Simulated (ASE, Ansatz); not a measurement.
# Energy and forces of twisted silicene bilayer, 3.48° (1084 atoms)

Aim: energy and forces of twisted silicene bilayer, 3.48° (1084 atoms) at a fixed geometry.

Program: Ansatz 0.2.0. Level of theory: Kohn-Sham DFT, PBE+D3(BJ), PAW (set soft_2), localised support functions (medium). Results are calculated unless marked as measured.

### 1. Set-up

The cell holds 1084 atoms: 1084 Si. Its edges and angles: a = 63.544 Å, b = 63.544 Å, c = 16.170 Å, α = 90.0°, β = 90.0°, γ = 120.0°. It derives from Si (silicene). Silicene (a = 3.86 Å) under silicene (a = 3.86 Å), bilayer, commensurate cell of 271 unit cells a layer, twist 3.48 deg; facing planes 3.29 Å apart; 12 Å of vacuum; layers as built, displaced by a Gaussian of 0.01 Å. Regions: layer 1, 542 atoms (542 Si); layer 2, 542 atoms (542 Si). Vacuum lies along c.

Limits known from the start: Beside vacuum, support functions can miss their usual error bounds without a warning. Only the Γ point is sampled, in a cell whose shortest periodic width is 55 Å.

### 2. Support functions medium

One self-consistent run at the given positions yields energy and forces.

Contents of input.yaml:

```yaml
crystal:
  lattice:
    - [63.5436, 0.0, 0.0]
    - [-31.7718, 55.03037, 0.0]
    - [0.0, 0.0, 16.17]
  atoms:
    - { symbol: Si, position: [0.03829, 0.9324, 0.39789] }
    - { symbol: Si, position: [0.03954, 0.89787, 0.37144] }
    - { symbol: Si, position: [0.07156, 0.00284, 0.3994] }
    - { symbol: Si, position: [0.07265, 0.96822, 0.37024] }
    - { symbol: Si, position: [0.04169, 0.82904, 0.39853] }
    - { symbol: Si, position: [0.04318, 0.79461, 0.37143] }
    - { symbol: Si, position: [0.07529, 0.89942, 0.39871] }
    - { symbol: Si, position: [0.07622, 0.86462, 0.37104] }
    - { symbol: Si, position: [0.10829, 0.96941, 0.39818] }
    - { symbol: Si, position: [0.1095, 0.93468, 0.37121] }
    - { symbol: Si, position: [0.04533, 0.72568, 0.39861] }
    - { symbol: Si, position: [0.04701, 0.69151, 0.37099] }
    - { symbol: Si, position: [0.07892, 0.79612, 0.39878] }
    - { symbol: Si, position: [0.08, 0.7613, 0.37217] }
    - { symbol: Si, position: [0.11187, 0.86592, 0.39813] }
    - { symbol: Si, position: [0.11332, 0.83164, 0.37151] }
    - { symbol: Si, position: [0.14543, 0.93618, 0.39839] }
    - { symbol: Si, position: [0.14643, 0.90133, 0.37186] }
    - { symbol: Si, position: [0.17858, 0.00602, 0.39801] }
    - { symbol: Si, position: [0.17939, 0.97185, 0.37176] }
    - { symbol: Si, position: [0.04893, 0.62195, 0.39707] }
    - { symbol: Si, position: [0.05037, 0.58762, 0.3701] }
    - { symbol: Si, position: [0.08256, 0.69258, 0.39845] }
    - { symbol: Si, position: [0.08369, 0.6579, 0.3699] }
    - { symbol: Si, position: [0.11563, 0.76229, 0.39828] }
    - { symbol: Si, position: [0.11695, 0.72831, 0.37069] }
    - { symbol: Si, position: [0.14868, 0.83272, 0.39818] }
    - { symbol: Si, position: [0.14992, 0.79828, 0.3703] }
    - { symbol: Si, position: [0.18158, 0.90277, 0.39826] }
    - { symbol: Si, position: [0.18336, 0.86819, 0.37144] }
    - { symbol: Si, position: [0.21513, 0.97289, 0.39719] }
    - { symbol: Si, position: [0.2162, 0.93824, 0.36954] }
    [... 1046 atom lines left out ...]
    - { symbol: Si, position: [0.9694, 0.10838, 0.62859] }
    - { symbol: Si, position: [0.96778, 0.07232, 0.60187] }
    - { symbol: Si, position: [0.00654, 0.17862, 0.62889] }
    - { symbol: Si, position: [0.00518, 0.14299, 0.60215] }
    - { symbol: Si, position: [0.00249, 0.07148, 0.62982] }
    - { symbol: Si, position: [0.00108, 0.03559, 0.60158] }
kpoints:
  mp_grid: { grid: [1, 1, 1] }
hamiltonian:
  xc: pbe
  dispersion: d3bj
scf:
  occupations: { method: fermi_dirac, width: 0.025 }
  eigensolver: { kind: { support_functions: { accuracy: medium } } }
  mixing: { beta: 0.2 }
  max_iter: 150
output:
  forces: true
  eigenvalues: true
```

The run is started by

```sh
$ ansatz run input.yaml --threads 32 --pin off --max-ram 143360MiB --backend cuda --events-out ev --progress --plain --runs-dir out
```

Numbers of over 12 decimals in the logs are rounded to 6 here.

The log of the run:

```text
Warning: scf.eigensolver.kind.support_functions: disabling space-group detection — the functions' gradient is summed over unrotated k-points, so no spatial operation reduces the k-mesh or symmetrises the density; time reversal is kept, so that k and −k are solved as one point where they differ and the mesh holds both, and exact exchange and, on two spinor components, a DFT+U term hold to it where the run has them: [...]
settings of this run that can trade accuracy for cost: scf.eigensolver.kind.support_functions [...]
Engine: ansatz 0.2.0, aarch64-unknown-linux-gnu
Pseudopotentials: kind: paw
Pseudopotential: Si, paw, valence charge 4, recommended cutoff 420 eV (normal), Si.paw.azcp
[... 5 lines on functional and potentials left out ...]
device memory: the entry about to start is reckoned to put 38.2 GiB on a device that reports 182.5 GiB free
GPU FFT provider: cuFFT
GPU libraries: cuBLAS 13.8.1, cuFFT 12.4.0, cuSOLVER 12.3.2
GPU matrix products: emulated (plane waves: as basis.precision tells), large ones in fixed point in workspaces of 1.00 GiB
Crystal: 1084 atoms, lattice volume = 56543.706 Å³
Basis set: ecut = 420 eV, 1104715 PW (Γ), exchange–correlation on 864×864×240 points (8 copies of the dense FFT grid, shifted against one another)
Bands: 2602, of which v1, the nominal top of the filled ones, is band 2168 counted from 1 (2167 counted from 0)
Symmetry: 1 space group operations
k-points: 1
[... 3 lines on functional and potentials left out ...]
Initial density: superposition of atomic densities (neutral atoms: chi_scale 0, normalization atom)
Initial wavefunctions: pseudopotential atomic-orbital guess
GPU buffer pool allocated for 22394880 grid points (all kernels)
Eigensolver: Support functions (medium, 270×270×72 points, laid for a spacing of at most 0.257060 Å, radius 4.511650 Å, 1418 sites without an atom, 0 species' potentials softened for the grid, 1 wholly corrected for its errors in the mean over positions, 1 with the egg-box correction, energy correction by stochastic trace)
Functional: x = pbe(κ = 0.804, μ = 0.219515), c = pbe(β = 0.066725)
SCF iter   1: F=—  HF=-688623.192834 eV  |F-HF|=—  |Δ(HF+E_count)|=         —  Δρ=2.16e-2  dr2=2.79e2  ethr=1.00e-1
preconditioner: auto → Resta (q_TF=auto, 1.778 Å⁻¹)  ε∞=5.8  [metal: Δε(μ)=0.037 eV  Ē_g=6.633 eV  σ=0.025 eV  W_gap=0.35  n_scr=5426 (ndim 8)  ℏωp=10.3 eV  f_vac=0.446  D(μ)=192.39/eV (n_scr^D=406)  ε∞_Penn≈3.4  vacuum switching off (levels at the Fermi level)]
SCF iter   2: F=—  HF=-688930.642888 eV  |F-HF|=—  |Δ(HF+E_count)|=    3.07e2  Δρ=2.47e-2  dr2=3.77e2  ethr=6.44e-3
SCF iter   3: F=—  HF=-688910.541864 eV  |F-HF|=—  |Δ(HF+E_count)|=    2.01e1  Δρ=2.02e-2  dr2=2.65e2  ethr=6.44e-3  κ⁻¹=1.0e0(r=1)
SCF iter   4: F=—  HF=-688835.746034 eV  |F-HF|=—  |Δ(HF+E_count)|=    7.48e1  Δρ=2.36e-3  dr2=1.76e1  ethr=6.12e-3  κ⁻¹=1.2e-4(r=2)
SCF iter   5: F=—  HF=-688836.805171 eV  |F-HF|=—  |Δ(HF+E_count)|=    1.06e0  Δρ=2.49e-3  dr2=1.33e1  ethr=4.05e-4  κ⁻¹=1.1e-4(r=3)
SCF iter   6: F=—  HF=-688836.430835 eV  |F-HF|=—  |Δ(HF+E_count)|=   3.74e-1  Δρ=1.66e-3  dr2=6.90e0  ethr=3.06e-4  κ⁻¹=5.8e-5(r=4)
SCF iter   7: F=—  HF=-688834.173660 eV  |F-HF|=—  |Δ(HF+E_count)|=    2.26e0  Δρ=1.04e-3  dr2=2.91e0  ethr=1.59e-4  κ⁻¹=1.5e-5(r=5)
SCF iter   8: F=—  HF=-688833.528246 eV  |F-HF|=—  |Δ(HF+E_count)|=   6.45e-1  Δρ=5.15e-4  dr2=1.14e0  ethr=6.72e-5  κ⁻¹=8.6e-7(r=6)
SCF iter   9: F=—  HF=-688833.374790 eV  |F-HF|=—  |Δ(HF+E_count)|=   1.53e-1  Δρ=5.42e-4  dr2=8.80e-1  ethr=2.63e-5  κ⁻¹=8.4e-7(r=7)
SCF iter  10: F=—  HF=-688833.832911 eV  |F-HF|=—  |Δ(HF+E_count)|=   4.58e-1  Δρ=3.34e-4  dr2=2.78e-1  ethr=2.03e-5  κ⁻¹=7.8e-7(r=7)
[...]
SCF iter  12: F=—  HF=-688834.011952 eV  |F-HF|=—  |Δ(HF+E_count)|=   2.79e-1  Δρ=1.76e-4  dr2=6.53e-2  ethr=4.43e-6  κ⁻¹=3.7e-6(r=7)
SCF iter  13: F=—  HF=-688834.185035 eV  |F-HF|=—  |Δ(HF+E_count)|=   1.73e-1  Δρ=1.01e-4  dr2=2.75e-2  ethr=1.51e-6  κ⁻¹=4.1e-5(r=7)
SCF iter  14: F=—  HF=-688834.283675 eV  |F-HF|=—  |Δ(HF+E_count)|=   9.86e-2  Δρ=6.92e-5  dr2=7.01e-3  ethr=6.33e-7  κ⁻¹=4.6e-5(r=7)
SCF iter  15: F=—  HF=-688834.352395 eV  |F-HF|=—  |Δ(HF+E_count)|=   6.87e-2  Δρ=5.95e-5  dr2=4.08e-3  ethr=1.62e-7  κ⁻¹=4.5e-5(r=7)
SCF iter  16: F=—  HF=-688834.432911 eV  |F-HF|=—  |Δ(HF+E_count)|=   8.05e-2  Δρ=2.48e-5  dr2=7.87e-4  ethr=9.41e-8  κ⁻¹=2.2e-5(r=7)
SCF iter  17: F=—  HF=-688834.447131 eV  |F-HF|=—  |Δ(HF+E_count)|=   1.42e-2  Δρ=1.96e-5  dr2=4.37e-4  ethr=1.82e-8  κ⁻¹=2.8e-5(r=7)
SCF iter  18: F=—  HF=-688834.478899 eV  |F-HF|=—  |Δ(HF+E_count)|=   3.18e-2  Δρ=8.07e-6  dr2=8.48e-5  ethr=1.01e-8  κ⁻¹=4.2e-5(r=7)
SCF iter  19: F=—  HF=-688834.482892 eV  |F-HF|=—  |Δ(HF+E_count)|=   3.99e-3  Δρ=6.51e-6  dr2=5.03e-5  ethr=1.96e-9  κ⁻¹=3.3e-5(r=7)
SCF iter  20: F=—  HF=-688834.488337 eV  |F-HF|=—  |Δ(HF+E_count)|=   5.44e-3  Δρ=3.02e-6  dr2=9.61e-6  ethr=1.16e-9  κ⁻¹=1.3e-5(r=7)
SCF iter  21: F=-688834.491016 eV  HF=-688834.490649 eV  |F-HF|=3.67e-4  |Δ(HF+E_count)|=   2.31e-3  Δρ=1.99e-6  dr2=2.99e-6  ethr=2.22e-10
SCF 1 converged in 21 iterations: F = -688834.545382 eV  dr2 = 2.99e-6
  greatest PAW one-centre occupation: 0.652 electrons in one spin orbital (limit 2), on the Si atom at site 385 (counted from 0), in its partial waves of l = 0
SCF converged after 21 iterations
Stability not checked: this state was not tested for a lower state beside it, because the mixer in use, unlike msr1, does not test its closes by its own steps (another_mixer; see scf.mixing.algorithm and scf.lower_state_search)
Free energy (F): -688834.545382 eV
Harris-Foulkes:  -688834.545014 eV  (|F-HF|=3.67e-4)
Internal energy: -688834.122724 eV  (E = F + TS)
E sigma→0 (E₀):  -688834.334053 eV
Entropy (-TS):   -0.422657 eV (-0.390 meV/atom)
Fermi energy:    -0.394646 eV
--- Per-component energies (eV) ---
  E_band       = -23348.529370
  E_kinetic    = 42319.815651
  E_local      = -481085.511040  (includes V_loc(G=0)·N_el)
  E_nonlocal   = 28354.240595
  E_grid_corr  = 0.005159  (part of E_nonlocal)
  E_hartree    = 219536.106452
  E_xc         = -58948.712004
  E_vxc        = -49443.053963  (∫ρ·V_xc dr)
  E_paw        = -555740.780499  (= ΣΔE_a)
  E_vpaw       = -2566.521826  (= ΣTr[D̂ρ^β])
  E_aug_tail   = 0.006881  (compensation charges beyond the density's cutoff)
  E_ewald      = 117024.929057
  E_disp       = -294.163452  (pairwise vdW)
  E_smearing   = -0.422657  (= −TS)
  E_closure    = 0.000000  (closes the sum)
  E_support_correction = -0.054365  (second-order, or where that is not computed along the SCF)
  E_support_correction_error = 5.8e-4  (of E_support_correction; not in F)
  Σ components = -688834.545382   (vs F -688834.545382, Δ=0.00e0)
--- Forces (eV/Å), atoms counted from 1 ---
[... 1084 lines of forces left out ...]
  max |Σ_I F_I| component: 8.63e-3 eV/Å
--- Band table (eV) ---
[... left out ...]
```

It took 35 s on 1 × NVIDIA GB200 with 32 threads of Arm Neoverse V2, shared host; peak memory 11 GiB.

That memory is the host's; the program planned up to 38.2 GiB on the GPU. Forces of this run were stored rounded, and per-atom blocks of the log weren't kept.

The program notes that the band table was not solved further than the SCF left it and it switched symmetry off. Further notices: vacuum switching off with vacuum.

Read from the output:

```yaml
free_energy: -688834.5454 eV
free_energy_per_atom: -635.4562 eV/atom
scf_cycles: 21
r_m_s_force_component: 0.2307 eV/Å
longest_force: 0.8602 eV/Å
fermi_energy: -0.3946 eV
levels_partly_filled_by_over_2_per_cent: 16
```

Length of the force by element:

```csv
element,coordination,atoms,mean length of the force (eV/Å),spread,least,most
Si,all,1084,0.368,0.155,0.0465,0.860
```

The levels nearest the highest filled one (over half full), pooled over k-points and spins:

| level less the highest filled one (eV) | occupation |
| --- | --- |
| -0.0447 | 1.82 |
| -0.0365 | 1.76 |
| -0.0274 | 1.67 |
| -0.0223 | 1.61 |
| -0.0016 | 1.29 |
| 0 | 1.26 |
| 0.0138 | 0.989 |
| 0.0177 | 0.912 |
| 0.0264 | 0.743 |
| 0.0309 | 0.662 |
| 0.0343 | 0.602 |
| 0.0378 | 0.546 |

### 3. Distances and neighbours

Bonds and neighbours are counted at the geometry of the runs.

Normalised to the volume that the atoms fill. Pair distribution function in bins of 0.2 Å:

```csv
r (Å),total
2.20,4.54
2.40,0.10
2.60,0.00
2.80,0.00
3.00,0.00
3.20,0.01
3.40,0.11
3.60,0.12
3.80,3.48
4.00,0.29
4.20,0.35
4.40,1.47
4.60,0.41
4.80,0.31
5.00,0.33
5.20,0.29
5.40,0.29
5.60,0.27
5.80,0.52
6.00,1.38
6.20,0.26
6.40,0.23
6.60,1.15
6.80,0.39
7.00,0.23
7.20,0.22
7.40,0.21
7.60,0.26
```

Bonds by pair of elements; cutoffs follow the first minimum of g(r), held within bounds set by covalent radii, and pairs that aren't listed don't count as bonded:

| pair A-B | cutoff (Å) | bonds | mean length (Å) | spread (Å) | shortest (Å) | B about A | A about B |
| --- | --- | --- | --- | --- | --- | --- | --- |
| Si-Si | 2.68 | 1626 | 2.27 | 0.014 | 2.23 | 3 | 3 |

How many atoms have how many bonded neighbours:

```csv
element,mean,3
Si,3,1084
```

Bond angles, per cent of each kind in bins of 5°:

| angle (°) | Si-Si-Si |
| --- | --- |
| 110–115 | 0.7 |
| 115–120 | 99.3 |

Bond angles (no mean is given where the spread exceeds 20°):

| angle | count | mean (°) | spread (°) |
| --- | --- | --- | --- |
| Si-Si-Si | 3252 | 116 | 0.6 |

By these cutoffs all Si atoms have 3 bonded neighbours. The Si-Si-Si angle averages 116° with a spread of 0.6°.

Local excerpt of 18 atoms (numbers count through the whole input) about Si594, picked at random; x, y, z are measured from there.

| atom | x | y | z | distance (Å) | bonds |
| --- | --- | --- | --- | --- | --- |
| Si594 | 0.00 | 0.00 | 0.00 | 0.00 | 3 |
| Si591 | -1.19 | -1.88 | 0.41 | 2.27 | 3 |
| Si613 | 2.23 | -0.06 | 0.44 | 2.27 | 3 |
| Si593 | -1.06 | 1.98 | 0.44 | 2.29 | 3 |
| Si57 | -0.13 | -0.61 | -3.30 | 3.36 | 3 |
| Si592 | -0.13 | -3.84 | 0.01 | 3.84 | 3 |
| Si614 | 3.28 | -2.00 | -0.01 | 3.85 | 3 |
| Si596 | 0.11 | 3.85 | -0.01 | 3.86 | 3 |
| Si578 | -3.28 | 2.02 | -0.01 | 3.86 | 3 |
| Si576 | -3.40 | -1.83 | 0.00 | 3.86 | 3 |
| Si616 | 3.41 | 1.83 | -0.01 | 3.87 | 3 |
| Si60 | 0.95 | 1.37 | -3.73 | 4.08 | 3 |
| Si611 | 2.11 | -3.90 | 0.45 | 4.45 | 3 |
| Si40 | -2.35 | -0.67 | -3.73 | 4.46 | 3 |
| Si615 | 2.35 | 3.80 | 0.42 | 4.49 | 3 |
| Si575 | -4.47 | 0.12 | 0.43 | 4.50 | 3 |
| Si58 | 1.04 | -2.49 | -3.73 | 4.61 | 3 |
| Si59 | -0.25 | 3.25 | -3.29 | 4.63 | 3 |

The column of bonds counts only the pairs Si-Si within 2.68 Å; other neighbours, such as metal atoms beside each other in a compound, aren't counted, and periodic images can show an atom twice.

### 4. What came out

```
free energy per atom       : -635.4562 eV/atom
r.m.s. force component     : 0.2307 eV/Å
wall time of the 1 DFT run : 35 s
```

In words: No gap is quoted, since levels at the Fermi energy are partly filled. With the cutoffs above, all Si atoms have 3 bonded neighbours.

**Limits.** The geometry was built by rule, was displaced at random and isn't relaxed at this level: its force components are 0.23 eV/Å r.m.s.

[Logs are printed without paths, hosts, clocks, repeated set-up lines and the standing remarks that a program may print on its own settings, such as how far it seeks lower states.]

[Hosts, paths, dates, database ids (printed as entryN), source tags and the programs' standing remarks are cut or masked in the printed files.]
